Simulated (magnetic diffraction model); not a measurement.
# Solving a magnetic structure from powder neutron data: Nd2Ga2Co6Rh9

Space group R-3m (no. 166), a = 8.6710 Å, c = 12.8010 Å.

```csv
site,atom,x,y,z
6c,Nd,1/3,2/3,0.0153
18h,Rh,0.9970,0.4985,0.1436
9d,Rh,1/3,1/6,1/6
6c,Ga,1/3,2/3,0.7779
18f,Co,0.7139,0.7139,0
```

This is a made-up structure (elements placed in a structure type, unrelaxed), so the numbers test the method and describe no known phase.

Only Nd is taken to order (form factors of Nd3+); orders and moment sizes are assumed, and not adapted to the symmetry. Radiation: neutrons of λ = 2.52 Å, 1.5° to 70°; isotropic B of 0.34 Å² (Nd), 0.38 Å² (Rh), 0.41 Å² (Ga) and 0.5 Å² (Co). The intensities are simulated: I ∝ L Σ (|F_N|² + |F_M⊥|²) for unpolarised neutrons, with F_M = 2.695 fm/μB × Σ f(s) S exp(2πi Q·r) exp(−B s²) at Q = H ± k (one set where k and −k are equivalent), only the part normal to Q counting and L = 1/(sin²θ cos θ). For a modulated order the moment at position r is S exp(−2πi k·r) + c.c., with S = m/2 for a sine wave of amplitude m and S = m(u + iv)/2 for moments turning in a plane, u and v being orthogonal unit vectors in it; the phase factor of the sum at Q = H + k is then exp(2πi H·r). Form factors are spin-only for 3d ions and dipole or tabulated for f ions, scattering lengths are Sears's of 1992, and absorption is left out. A label names one of the reflections at its angle. The strongest nuclear line in the range is 100, and lines under 0.2 are left out.

Above the ordering temperature:

| 2θ (°) | index | I |
| --- | --- | --- |
| 22.43 | (1 0 1) | 5.1 |
| 29.98 | (0 1 2) | 2.1 |
| 33.79 | (1 1 0) | 4.8 |
| 34.35 | (0 0 3) | 36.6 |
| 40.94 | (0 2 1) | 0.7 |
| 45.79 | (2 0 2) | 0.8 |
| 48.95 | (1 1 3) | 46.6 |
| 50.68 | (1 0 4) | 25.6 |
| 54.09 | (2 1 1) | 0.7 |
| 58.11 | (1 2 2) | 6.2 |
| 60.45 | (3 0 0) | 30.4 |
| 62.31 | (0 2 4) | 100.0 |
| 62.66 | (0 1 5) | 0.5 |

Below it (cell unchanged):

```csv
2θ (°),I
12.48,14.8
20.34,18.4
22.43,5.1
23.06,3.8
28.20,7.7
29.98,2.1
30.26,4.3
30.67,5.5
33.79,4.8
34.35,36.6
34.41,9.4
36.50,3.4
40.94,0.7
41.31,2.3
41.62,4.8
41.94,1.4
44.57,5.2
45.79,0.8
45.98,0.9
46.56,1.1
48.95,46.6
49.00,2.1
50.32,1.5
50.59,2.9
50.68,25.6
50.86,1.7
53.15,3.5
53.92,2.7
54.09,0.7
54.65,1.2
57.82,2.2
58.11,6.2
58.27,0.6
58.52,2.1
58.76,1.1
60.45,30.4
```
(The table stops after 36 lines; 14 more lie at higher angle.)

**Question.** Check that the new lines index with k = (1/3 1/3 1/2), then choose among these models:
A. moments turning in the plane of [001] and [100], 2.7 μB on Nd; signs + at (1/3, 2/3, 0.0153), − at (1/3, 2/3, 0.3180)
B. moments turning in the plane of [010] and [001], 2.7 μB on Nd; signs + at (1/3, 2/3, 0.0153), − at (1/3, 2/3, 0.3180)
C. moments turning in the plane of [100] and [010], 2.7 μB on Nd; signs + at (1/3, 2/3, 0.0153), − at (1/3, 2/3, 0.3180)
D. a sine wave with moments along [001] (amplitudes given), 2.7 μB on Nd; signs + at (1/3, 2/3, 0.0153), − at (1/3, 2/3, 0.3180)

The new lines index as (2/3 -1/3 1/2) at 12.48°, (1/3 -2/3 3/2) at 20.34°, (-4/3 2/3 1/2) at 23.06° and (2/3 -4/3 3/2) at 28.20°, that is as H ± k with k = (1/3 1/3 1/2), one of 3 inequivalent arms of its star (k and −k counted as one), which a powder can't tell apart. Satellites come in pairs about each point of the reciprocal lattice.

Magnetic intensity, observed (below minus above) and for each model:

| 2θ (°) | index | observed | A | B | C | D |
| --- | --- | --- | --- | --- | --- | --- |
| 12.48 | (2/3 -1/3 1/2) | 14.8 | 12.2 | 19.6 | 14.8 | 9.7 |
| 20.34 | (1/3 -2/3 3/2) | 18.4 | 13.3 | 10.8 | 18.4 | 3.2 |
| 28.20 | (2/3 -4/3 3/2) | 7.7 | 8.3 | 5.6 | 7.7 | 3.6 |
| 30.26 | (1/3 4/3 -1/2) | 4.3 | 8.0 | 5.2 | 4.3 | 4.0 |
| 30.67 | (1/3 1/3 -5/2) | 5.5 | 3.0 | 3.3 | 5.5 | 0.4 |
| 34.41 | (4/3 1/3 3/2) | 9.4 | 9.1 | 13.0 | 9.4 | 5.7 |
| 41.62 | (1/3 4/3 5/2) | 4.8 | 4.8 | 3.7 | 4.8 | 1.7 |
| 61.56 | (4/3 1/3 9/2) | 3.7 | 2.3 | 2.6 | 3.7 | 0.5 |

Model C matches.

The structure used: k = (1/3 1/3 1/2), moments turning in the plane of [100] and [010], 2.7 μB on Nd; signs + at (1/3, 2/3, 0.0153), − at (1/3, 2/3, 0.3180).

[Logs are printed without paths, hosts, clocks, repeated set-up lines and the standing remarks that a program may print on its own settings, such as how far it seeks lower states.]
